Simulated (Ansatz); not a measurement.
# How fast states decay through LiPH2SeO3, part 2 of 2

Wanted: the relaxed cell of LiPH2SeO3, its band edges and its decay constants. It is built by putting Se for S, Li for K in the KPH2SO3 structure of space group Cm, with the volume rescaled by atomic radii. The parent structure comes from the Materials Project.

Ansatz 0.2.0; PBE DFT, plane waves, PAW files (the session's first sound run).

So far, gap on the k-mesh (eV): step 3 (the bulk crystal and its band edges, PBE) 3.54; step 6 (PBEsol) 3.43.

The structure was built from a prototype and need not be the compound's stable phase.

**7. Complex bands at another level**

This step: PBEsol DFT, plane waves, PAW files; complex bands by layer matching along the plane's normal (Ansatz 0.2.0).

The complex bands at that level, over its own gap, at (0, 0) and (0.5, 0).

Input file input.yaml:

```yaml
crystal:
  lattice:
    - [6.292611991, 0.0, 0.0]
    - [-3.339552648, 5.021233469, 0.0]
    - [-1.669776324, 2.510616735, 3.371030161]
  atoms:
    - { symbol: Li, position: [0.6549277413, 0.808459872, 0.0] }
    - { symbol: H, position: [0.2028770759, 0.2314366841, 0.5993606955] }
    - { symbol: H, position: [0.2028770759, 0.8307973796, 0.4006393045] }
    - { symbol: P, position: [0.0980807592, 0.3443935218, 0.0] }
    - { symbol: Se, position: [0.7422578373, 0.3075749517, 0.0] }
    - { symbol: O, position: [0.0638025557, 0.0691566165, 0.0] }
    - { symbol: O, position: [0.2885839773, 0.3446917767, 0.3529674209] }
    - { symbol: O, position: [0.2885839773, 0.6976591976, 0.6470325791] }
kpoints:
  mp_grid: { grid: [4, 8, 8] }
scf:
  occupations: { method: fixed }
hamiltonian:
  xc: pbesol
output:
  eigenvalues: true
  transmission:
    leads: [[0, 0]]
    kpoints: [[0.0, 0.0], [0.5, 0.0]]
    e_range: [-1.0, 4.43]
    de: 0.11
```

Started as:

```bash
$ ansatz run input.yaml --threads 2 --pin off --max-ram 4096MiB --backend cpu --events-out ev --progress --plain --runs-dir out
```

Run time: 100 s. Hardware: 2 threads of Arm Neoverse N1, shared host; peak memory 0.85 GiB; 3.3 min of CPU time.

Numbers from this step:

| Property | Result |
| --- | --- |
| level to which the leads are filled | 1.716 eV from the Fermi level |
| decay constant at the filling level, zone centre | 0.3207 Å⁻¹ |
| decay constant at the filling level, slowest listed point | 0.3207 Å⁻¹ |

K parallel (0, 0); values up to 1.5 1/Å, a degenerate pair printed once or twice; energies at which all values exceed this have no row. The Im kz of the slowest decaying states by energy, zero at the highest filled level on the SCF mesh:

```csv
energy (eV),decay 1 (Å⁻¹),decay 2 (Å⁻¹),decay 3 (Å⁻¹),decay 4 (Å⁻¹)
-1.0000,0.486,0.548,0.702,0.958
-0.7800,0.535,0.552,0.717,0.984
-0.4500,0.562,0.577,0.692,0.766
-0.2300,0.317,0.574,0.596,0.676
-0.0100,0.443,0.586,0.610,0.655
0.2100,0.182,0.556,0.598,0.607
0.5400,0.262,0.613,0.613,0.632
0.7600,0.290,0.622,0.627,0.636
0.9800,0.308,0.628,0.638,0.638
1.2000,0.318,0.634,0.638,0.645
1.5300,0.323,0.635,0.639,0.651
1.7500,0.321,0.631,0.641,0.652
1.9700,0.314,0.625,0.642,0.650
2.3000,0.294,0.613,0.641,0.643
2.5200,0.275,0.603,0.635,0.639
2.7400,0.249,0.59,0.623,0.636
2.9600,0.214,0.575,0.607,0.632
3.2900,0.124,0.547,0.572,0.624
3.5100,0.525,0.541,0.617,0.782
3.7300,0.497,0.504,0.609,0.769
3.9500,0.442,0.463,0.477,0.600
4.2800,0.319,0.389,0.420,0.585
```

K parallel (0.5, 0); values up to 1.5 1/Å, a degenerate pair printed once or twice; energies at which all values exceed this have no row. Table of Im kz of the slowest decaying states by energy, zero at the highest filled level on the SCF mesh:

```csv
energy (eV),decay 1 (Å⁻¹),decay 2 (Å⁻¹),decay 3 (Å⁻¹),decay 4 (Å⁻¹)
-1.00,0.464,0.488,0.491,0.652
-0.78,0.322,0.415,0.474,0.656
-0.56,0.431,0.454,0.526,0.651
-0.34,0.332,0.412,0.565,0.633
-0.12,0.441,0.475,0.608,0.619
-0.01,0.467,0.498,0.617,0.629
0.10,0.488,0.517,0.625,0.636
0.32,0.516,0.546,0.638,0.647
0.54,0.535,0.567,0.648,0.654
0.76,0.547,0.584,0.654,0.657
0.98,0.555,0.598,0.657,0.658
1.20,0.539,0.581,0.609,0.657
1.42,0.528,0.593,0.618,0.653
1.64,0.519,0.600,0.626,0.648
1.75,0.514,0.602,0.629,0.645
1.97,0.502,0.604,0.634,0.637
2.19,0.489,0.603,0.627,0.632
2.41,0.475,0.599,0.615,0.621
2.63,0.458,0.593,0.601,0.607
2.85,0.438,0.585,0.585,0.591
3.07,0.417,0.566,0.572,0.574
3.29,0.392,0.544,0.549,0.561
3.51,0.363,0.519,0.520,0.545
3.73,0.330,0.481,0.491,0.525
3.95,0.291,0.422,0.461,0.502
4.17,0.243,0.324,0.434,0.474
4.39,0.157,0.178,0.399,0.441
```

At the listed wavevectors the last open channel is at -0.01 eV and the next at +3.51 eV on the grid. At +1.75 eV, the grid energy nearest the filling level (the middle of the gap on the SCF mesh), the slowest state at the listed wavevectors decays with κ = 0.321 Å⁻¹, its amplitude falling by e over 3.1 Å; the first such run, plane (010), gave 0.331 Å⁻¹.

**8. A repeat with changed settings**

This step: PBE DFT, plane waves, PAW files; complex bands by layer matching along the plane's normal; changed: output.transmission.e_range = [-0.5, 0.5], output.transmission.de = 0.05 (Ansatz 0.2.0).

This run repeats an earlier one, its twin (the complex run, plane (010)), with two settings changed (output.transmission.e_range, output.transmission.de; files written aside). It is meant to test what the energy window and step decide. Where the input is shown as a difference, that is against the step before, not the twin.

Edit input.yaml of step 7 so:

```diff
@@ -19,3 +19,3 @@
 hamiltonian:
-  xc: pbesol
+  xc: pbe
 output:
@@ -25,3 +25,3 @@
     kpoints: [[0.0, 0.0], [0.5, 0.0]]
-    e_range: [-1.0, 4.43]
-    de: 0.11
+    e_range: [-0.5, 0.5]
+    de: 0.05
```

The job ended after 62 s (2 threads; peak memory 0.7 GiB; 2 min of CPU time).

Numbers from this step:

```
free energy                         : -8167.1069 eV
Fermi energy                        : 3.291 eV
gap on the k-mesh                   : 3.540 eV
level to which the leads are filled : 1.770 eV from the Fermi level
```

K parallel (0, 0); values up to 1.5 1/Å, a degenerate pair printed once or twice; energies at which all values exceed this have no row. Im kz of the slowest decaying states against energy, zero at the highest filled level on the SCF mesh:

```
energy (eV)  decay 1 (Å⁻¹)  decay 2 (Å⁻¹)  decay 3 (Å⁻¹)  decay 4 (Å⁻¹)
     -0.500          0.563          0.575          0.706          0.765
     -0.450          0.565          0.581          0.702          0.772
     -0.400          0.131          0.567          0.585          0.698
     -0.350          0.208          0.570          0.590          0.694
     -0.300          0.261          0.572          0.594          0.691
     -0.250          0.304          0.575          0.598          0.687
     -0.200          0.340          0.578          0.602          0.683
     -0.150          0.372          0.580          0.605          0.679
     -0.100          0.400          0.583          0.609          0.674
     -0.050          0.426          0.586          0.612          0.669
      0.000        0.00492          0.451          0.589          0.615
      0.050         0.0959          0.475          0.592          0.617
      0.100          0.133          0.498          0.595          0.620
      0.150          0.160          0.522          0.598          0.622
      0.200          0.182          0.550          0.600          0.624
      0.250          0.200          0.593          0.603          0.626
      0.300          0.215          0.599          0.605          0.628
      0.350          0.229          0.604          0.608          0.630
      0.400          0.240          0.609          0.610          0.632
      0.450          0.251          0.612          0.613          0.633
      0.500          0.260          0.615          0.618          0.635
```

K parallel (0, 0). Table of Re kz of states that move upwards by energy, zero at the highest filled level on the SCF mesh:

| energy (eV) | channel 1 (Å⁻¹) | channel 2 (Å⁻¹) |
| --- | --- | --- |
| -0.500 | -0.384 | -0.196 |
| -0.450 | -0.355 | -0.100 |
| -0.400 | -0.326 | - |
| -0.350 | -0.298 | - |
| -0.300 | -0.270 | - |
| -0.250 | -0.241 | - |
| -0.200 | -0.211 | - |
| -0.150 | -0.179 | - |
| -0.100 | -0.143 | - |
| -0.050 | -0.0992 | - |
| 0.000 | - | - |
| 0.050 | - | - |
| 0.100 | - | - |
| 0.150 | - | - |
| 0.200 | - | - |
| 0.250 | - | - |
| 0.300 | - | - |
| 0.350 | - | - |
| 0.400 | - | - |
| 0.450 | - | - |
| 0.500 | - | - |

K parallel (0.5, 0); values up to 1.5 1/Å, a degenerate pair printed once or twice; energies at which all values exceed this have no row. The Im kz of the slowest decaying states by energy, zero at the highest filled level on the SCF mesh:

| energy (eV) | decay 1 (Å⁻¹) | decay 2 (Å⁻¹) | decay 3 (Å⁻¹) | decay 4 (Å⁻¹) |
| --- | --- | --- | --- | --- |
| -0.500 | 0.107 | 0.450 | 0.479 | 0.541 |
| -0.450 | 0.119 | 0.438 | 0.512 | 0.549 |
| -0.400 | 0.207 | 0.419 | 0.548 | 0.653 |
| -0.350 | 0.318 | 0.410 | 0.563 | 0.648 |
| -0.300 | 0.366 | 0.423 | 0.578 | 0.642 |
| -0.250 | 0.396 | 0.440 | 0.593 | 0.632 |
| -0.200 | 0.419 | 0.456 | 0.608 | 0.620 |
| -0.150 | 0.436 | 0.469 | 0.616 | 0.619 |
| -0.100 | 0.451 | 0.481 | 0.618 | 0.625 |
| -0.050 | 0.464 | 0.492 | 0.621 | 0.630 |
| 0.000 | 0.475 | 0.502 | 0.625 | 0.635 |
| 0.050 | 0.485 | 0.511 | 0.628 | 0.639 |
| 0.100 | 0.493 | 0.519 | 0.632 | 0.642 |
| 0.150 | 0.501 | 0.527 | 0.635 | 0.645 |
| 0.200 | 0.508 | 0.534 | 0.638 | 0.648 |
| 0.250 | 0.515 | 0.540 | 0.641 | 0.650 |
| 0.300 | 0.520 | 0.546 | 0.644 | 0.652 |
| 0.350 | 0.526 | 0.552 | 0.646 | 0.654 |
| 0.400 | 0.531 | 0.557 | 0.648 | 0.656 |
| 0.450 | 0.535 | 0.562 | 0.651 | 0.658 |
| 0.500 | 0.539 | 0.567 | 0.652 | 0.659 |

**9. Summary of results**

```
band gap                                         : 3.54 eV
least decay constant at mid-gap, normal to (010) : 0.331 Å⁻¹
least decay constant on a mesh, normal to (010)  : 0.331 Å⁻¹
least decay constant, PBEsol                     : 0.321 Å⁻¹
```

**Reading.** With PBE, the slowest decay at the wavevectors tried is κ = 0.331 Å⁻¹, normal to (010). Through such a film the transmission near mid-gap falls as exp(−2κd), a factor of ten every 3.5 Å. A free electron under a barrier of half the gap would need a mass of 0.24 mₑ to decay at this rate. With PBEsol the gap goes from 3.54 to 3.43 eV and the decay constant, over the first 2 listed wavevectors, from 0.331 to 0.321 Å⁻¹. The compound is made up by substitution; its stability against other phases and against distortions of the cell's symmetry was not tested. A semilocal functional narrows gaps, so real decay constants are likely larger.

[Logs are printed without paths, hosts, clocks, repeated set-up lines and the standing remarks that a program may print on its own settings, such as how far it seeks lower states.]

[Hosts, paths, dates, database ids (printed as entryN), source tags and the programs' standing remarks are cut or masked in the printed files.]
